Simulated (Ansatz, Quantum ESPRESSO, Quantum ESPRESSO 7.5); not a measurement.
## Band edges of W2COS MXene, 1 layer under strain

Wanted: deformation of the bands of W2COS MXene, 1 layer, driven from Python.

Main program and level: Quantum ESPRESSO 7.5; plane-wave DFT, PBE, GBRV ultrasoft pseudopotentials (geometry by Ansatz 0.2.0 with PAW datasets; geometry under PBE).

Report form: the programs' logs are mostly left out.

## 1. Starting point

The cell holds 5 atoms: 1 S, 2 W, 1 C and 1 O. Its edges and angles: a = 3.125 Å, b = 3.125 Å, c = 20.317 Å, α = 90.0°, β = 90.0°, γ = 120.0°. It derives from W2COS. Vacuum lies along c.

## 2. Relaxation with Ansatz

The geometry comes first, from a plane-wave PAW code, so that the later runs on this slab share one structure.

input.yaml

```yaml
crystal:
  lattice:
    - [3.125408, 0.0, 0.0]
    - [-1.562704, 2.7066827252, 0.0]
    - [0.0, 0.0, 20.3172382404]
  atoms:
    - { symbol: S, position: [0.3333333333, 0.6666666667, 0.3691446599] }
    - { symbol: W, position: [0.6666666667, 0.3333333333, 0.4548767707] }
    - { symbol: C, position: [0.0, 0.0, 0.515574131] }
    - { symbol: W, position: [0.3333333333, 0.6666666667, 0.5762714912] }
    - { symbol: O, position: [0.6666666667, 0.3333333333, 0.6308553401] }
kpoints:
  mp_grid: { grid: [12, 12, 1] }
hamiltonian:
  xc: pbe
scf:
  occupations: { method: fermi_dirac, width: 0.05 }
  convergence: { dr2_threshold: 1.0e-08 }
efield:
  axis: 3
  dipole_correction: true
  ramp_position: 0.97
  ramp_width: 0.04
relax:
  f_tol: 0.01
  cell: { fix: [c, alpha, beta] }
output:
  write_potential: true
  write_density: true
  volumetric_format: npy
```

The run is started by

```bash
ansatz run input.yaml --threads 2 --pin off --max-ram 4096MiB --backend cpu --events-out ev --progress --plain --runs-dir out
```

Wall time 14 s (2 threads of AMD EPYC 9R45, shared host); peak memory 0.53 GiB.

The steps of the relaxation:

| step | energy less that of the first step (eV) | largest force component (eV/Å) | pressure (GPa) | volume (Å³) |
| --- | --- | --- | --- | --- |
| 1 | 0.0000 | 1.8515 | -3.42 | 171.87 |
| 2 | -0.3561 | 0.3563 | 1.81 | 173.70 |
| 3 | -0.3499 | 0.6653 | 0.50 | 180.86 |
| 4 | -0.3843 | 0.2374 | 0.00 | 177.19 |
| 5 | -0.3859 | 0.0829 | 0.03 | 178.01 |
| 6 | -0.3861 | 0.0266 | 0.00 | 178.04 |
| 7 | -0.3861 | 0.0026 | -0.01 | 178.02 |
| 8* | -0.3916 | 0.0020 | 0.03 | 178.02 |
| 9 | -0.3916 | 0.0005 | 0.00 | 178.14 |
| 10* | -0.3917 | 0.0005 | 0.00 | 178.14 |

Relaxation steps marked * repeat the geometry before them on a plane-wave basis chosen anew for their cell, so energy and pressure can jump there. Relaxation step 3 was tried and not accepted.

Forces are held to the 6 operations that the run works with; a distortion that breaks them can't arise in this run.

| cell as run | before | after | change |
| --- | --- | --- | --- |
| a (Å) | 3.125 | 3.182 | +1.8 % |
| b (Å) | 3.125 | 3.182 | +1.8 % |

The atoms that moved most (Å, along periodic axes as changes of fractional coordinates times the final cell, across vacuum about the mean position):

| atom | dx | dy | dz | length |
| --- | --- | --- | --- | --- |
| S1 | 0.000 | 0.000 | 0.209 | 0.209 |
| O5 | 0.000 | 0.000 | -0.166 | 0.166 |
| W4 | 0.000 | 0.000 | -0.163 | 0.163 |
| W2 | 0.000 | 0.000 | 0.118 | 0.118 |

Final coordinates:

```xyz
5
Lattice="3.1818 0.0000 0.0000 -1.5909 2.7555 0.0000 0.0000 0.0000 20.3172" Properties=species:S:1:pos:R:3
S     0.0000    1.8370    7.7095
W     1.5909    0.9185    9.3597
C     0.0000    0.0000   10.4771
W     0.0000    1.8370   11.5452
O     1.5909    0.9185   12.6508
```

Read from the output:

```
free energy                     : -22490.3787 eV
energy at zero smearing         : -22490.3733 eV
smearing term TS                : 0.01064 eV
Fermi energy                    : 2.274 eV
symmetry operations             : 6
work function of the upper face : 5.754 eV
work function of the lower face : 4.948 eV
dipole along the normal         : -0.03908 e·Å
```

## 3. The script

Under ESM bc1 levels count from the vacuum, or from the mean of the two vacuum levels where the sheet has a dipole, so band edges at unlike strains can be compared.

Level of this step: plane-wave DFT, PBE, GBRV ultrasoft pseudopotentials (Quantum ESPRESSO 7.5).

run.py

```python
import json
import numpy as np
from ase import Atoms
from ase.calculators.espresso import Espresso, EspressoProfile

profile = EspressoProfile(command='mpirun -n 2 pw.x -nk 2', pseudo_dir='../pseudo')
pseudopotentials = {'C': 'c_pbe_v1.2.uspp.F.UPF', 'O': 'o_pbe_v1.2.uspp.F.UPF', 'S': 's_pbe_v1.4.uspp.F.UPF', 'W': 'w_pbe_v1.2.uspp.F.UPF'}
system = {'ecutwfc': 40, 'ecutrho': 200, 'occupations': 'smearing', 'smearing': 'fd', 'degauss': 0.002}


def calculator(name, kpts, **extra):
    data = dict(control=dict(tprnfor=True, verbosity='high', disk_io='none'),
                system=system | extra,
                electrons=dict(conv_thr=1e-09, mixing_beta=0.4, mixing_mode='plain',
                               electron_maxstep=100))
    return Espresso(profile=profile, directory=name, pseudopotentials=pseudopotentials, kpts=kpts, input_data=data)


def centre(atoms):
    z = atoms.positions[:, 2]
    atoms.positions[:, 2] -= (z.max() + z.min()) / 2  # ESM wants the slab about z = 0
    return atoms

sheet = Atoms(
    ['S', 'W', 'C', 'W', 'O'],
    scaled_positions=[
        [0.3333333333, 0.6666666667, 0.3794546121],
        [0.6666666667, 0.3333333333, 0.4606781780],
        [0.0000000000, 0.0000000000, 0.5156770537],
        [0.3333333333, 0.6666666667, 0.5682482254],
        [0.6666666667, 0.3333333333, 0.6226643238]],
    cell=[
        [3.181833598597, 0.000000000000, 0.000000000000],
        [-1.590916799299, 2.755548727000, 0.000000000000],
        [0.000000000000, 0.000000000000, 20.317238240400]],
    pbc=True)

rows = []
for strain in [-0.03, -0.015, 0.0, 0.015, 0.03]:
    atoms = sheet.copy()
    atoms.set_cell(sheet.cell.array * [[1 + strain], [1 + strain], [1]], scale_atoms=True)
    atoms = centre(atoms)
    atoms.calc = calculator(f's{strain:+.3f}', (12, 12, 1), assume_isolated='esm', esm_bc='bc1', nbnd=26)
    energy = atoms.get_potential_energy()
    levels = np.array([atoms.calc.get_eigenvalues(kpt=i) for i in range(len(atoms.calc.get_ibz_k_points()))])
    top, bottom = levels[:, 21].max(), levels[:, 22].min()
    direct = (levels[:, 22] - levels[:, 21]).min()
    rows.append([strain, energy, top, bottom, direct])
    print(f'strain {strain:+.3f}: E = {energy:.5f} eV, valence top {top:.3f}, conduction bottom {bottom:.3f}, '
          f'gap {bottom - top:.3f}, least direct gap {direct:.3f} eV')

x, energy, top, bottom, direct = np.array(rows).T
area = np.linalg.norm(np.cross(*sheet.cell[:2]))
stiffness = np.polyfit(x, energy, 2)[0] / area * 16.0218  # C11 + C12, heights clamped
print(f'valence and conduction edges move by {np.polyfit(x, top, 1)[0]:.2f} and {np.polyfit(x, bottom, 1)[0]:.2f} eV per unit biaxial strain')
print(f'C11 + C12 with clamped heights: {stiffness:.1f} N/m')
json.dump(dict(rows=rows, stiffness=stiffness), open('result.json', 'w'))
```

The run is started by

```bash
OMP_NUM_THREADS=1 python run.py
```

Wall time 4.1 min (2 MPI ranks); peak memory 0.64 GiB; 8.2 min of CPU time.

Numbers from this step:

```
biaxial stiffness : 448.4 N/m
```

Band edge from the vacuum level against biaxial strain:

| biaxial strain (%) | valence top (eV) | conduction bottom (eV) |
| --- | --- | --- |
| -3.00 | -4.60 | -6.46 |
| -1.50 | -4.77 | -6.45 |
| 0.00 | -4.97 | -6.39 |
| 1.50 | -5.16 | -6.35 |
| 3.00 | -5.33 | -6.32 |

Table of gap by biaxial strain:

| biaxial strain (%) | on the mesh (eV) | least direct (eV) |
| --- | --- | --- |
| -3.00 | -1.86 | 0 |
| -1.50 | -1.68 | 0.0959 |
| 0.00 | -1.42 | 0.183 |
| 1.50 | -1.19 | 0.238 |
| 3.00 | -0.981 | 0.238 |

Table of energy over the lowest by biaxial strain:

| biaxial strain (%) | energy over the lowest (meV) |
| --- | --- |
| -3.00 | 255 |
| -1.50 | 67.3 |
| 0.00 | 0 |
| 1.50 | 43.5 |
| 3.00 | 187 |

## 4. The script: PBEsol, GBRV ultrasoft

Level of this step: plane-wave DFT, PBEsol, GBRV ultrasoft pseudopotentials (Quantum ESPRESSO 7.5).

run.py, as its differences from the input of step 3:

```diff
@@ -6,3 +6,3 @@
 profile = EspressoProfile(command='mpirun -n 2 pw.x -nk 2', pseudo_dir='../pseudo')
-pseudopotentials = {'C': 'c_pbe_v1.2.uspp.F.UPF', 'O': 'o_pbe_v1.2.uspp.F.UPF', 'S': 's_pbe_v1.4.uspp.F.UPF', 'W': 'w_pbe_v1.2.uspp.F.UPF'}
+pseudopotentials = {'C': 'c_pbesol_v1.2.uspp.F.UPF', 'O': 'o_pbesol_v1.2.uspp.F.UPF', 'S': 's_pbesol_v1.4.uspp.F.UPF', 'W': 'w_pbesol_v1.2.uspp.F.UPF'}
 system = {'ecutwfc': 40, 'ecutrho': 200, 'occupations': 'smearing', 'smearing': 'fd', 'degauss': 0.002}
```

The run is started by

```bash
OMP_NUM_THREADS=1 python run.py
```

Wall time 4.1 min (2 MPI ranks); peak memory 0.64 GiB; 8.1 min of CPU time.

Numbers from this step:

* biaxial stiffness: 435.8 N/m

The band edge from the vacuum level by biaxial strain:

| biaxial strain (%) | valence top (eV) | conduction bottom (eV) |
| --- | --- | --- |
| -3.00 | -4.67 | -6.49 |
| -1.50 | -4.83 | -6.51 |
| 0.00 | -5.03 | -6.45 |
| 1.50 | -5.22 | -6.41 |
| 3.00 | -5.39 | -6.37 |

Gap against biaxial strain:

| biaxial strain (%) | on the mesh (eV) | least direct (eV) |
| --- | --- | --- |
| -3.00 | -1.82 | 0 |
| -1.50 | -1.68 | 0.0657 |
| 0.00 | -1.42 | 0.176 |
| 1.50 | -1.19 | 0.233 |
| 3.00 | -0.983 | 0.236 |

The energy over the lowest by biaxial strain:

| biaxial strain (%) | energy over the lowest (meV) |
| --- | --- |
| -3.00 | 96.1 |
| -1.50 | 0 |
| 0.00 | 21.4 |
| 1.50 | 150 |
| 3.00 | 376 |

## 5. The arithmetic

Under equal strain ε in the plane, E = A (C11 + C12) ε². From the points at ±1.5 %: d²E/dε² = (67.25 + 43.47 − 2 × 0.00) meV / 0.015² = 492 eV, and 492/(2 × 8.768 Å²) × 16.02 = 450 N/m.

## 6. What came out

| Quantity | Value |
| --- | --- |
| C11 + C12, heights clamped, PBE, GBRV ultrasoft | 448 N/m |
| C11 + C12, heights clamped, PBEsol, GBRV ultrasoft | 436 N/m |

What this shows: The sheet's biaxial stiffness comes to 448 N/m (PBE, GBRV ultrasoft). The bands overlap at every strain: the sheet is a metal, and edges by band count are no gaps. Heights are clamped under strain, which makes a sheet with several atomic planes too stiff. Zero strain is the PBE cell; under PBEsol the energy is lowest near -1.0 %, so its stiffness is taken away from its own minimum. Semilocal gaps are too small. The sheet carries a dipole, so the two faces have unlike vacuum levels and the zero lies between them. Spin-orbit coupling is left out; depending on the atoms that carry the levels of interest, it can split and shift them by tenths of an eV to an eV or more.

[Logs are printed without paths, hosts, clocks, repeated set-up lines and the standing remarks that a program may print on its own settings, such as how far it seeks lower states.]

[Hosts, paths, dates, database ids (printed as entryN), source tags and the programs' standing remarks are cut or masked in the printed files.]

[Maps of the electrostatic potential energy from Ansatz leave out the sawtooth potential of an applied field or a dipole correction, so their vacuum need not be flat; planar profiles and work functions include it.]
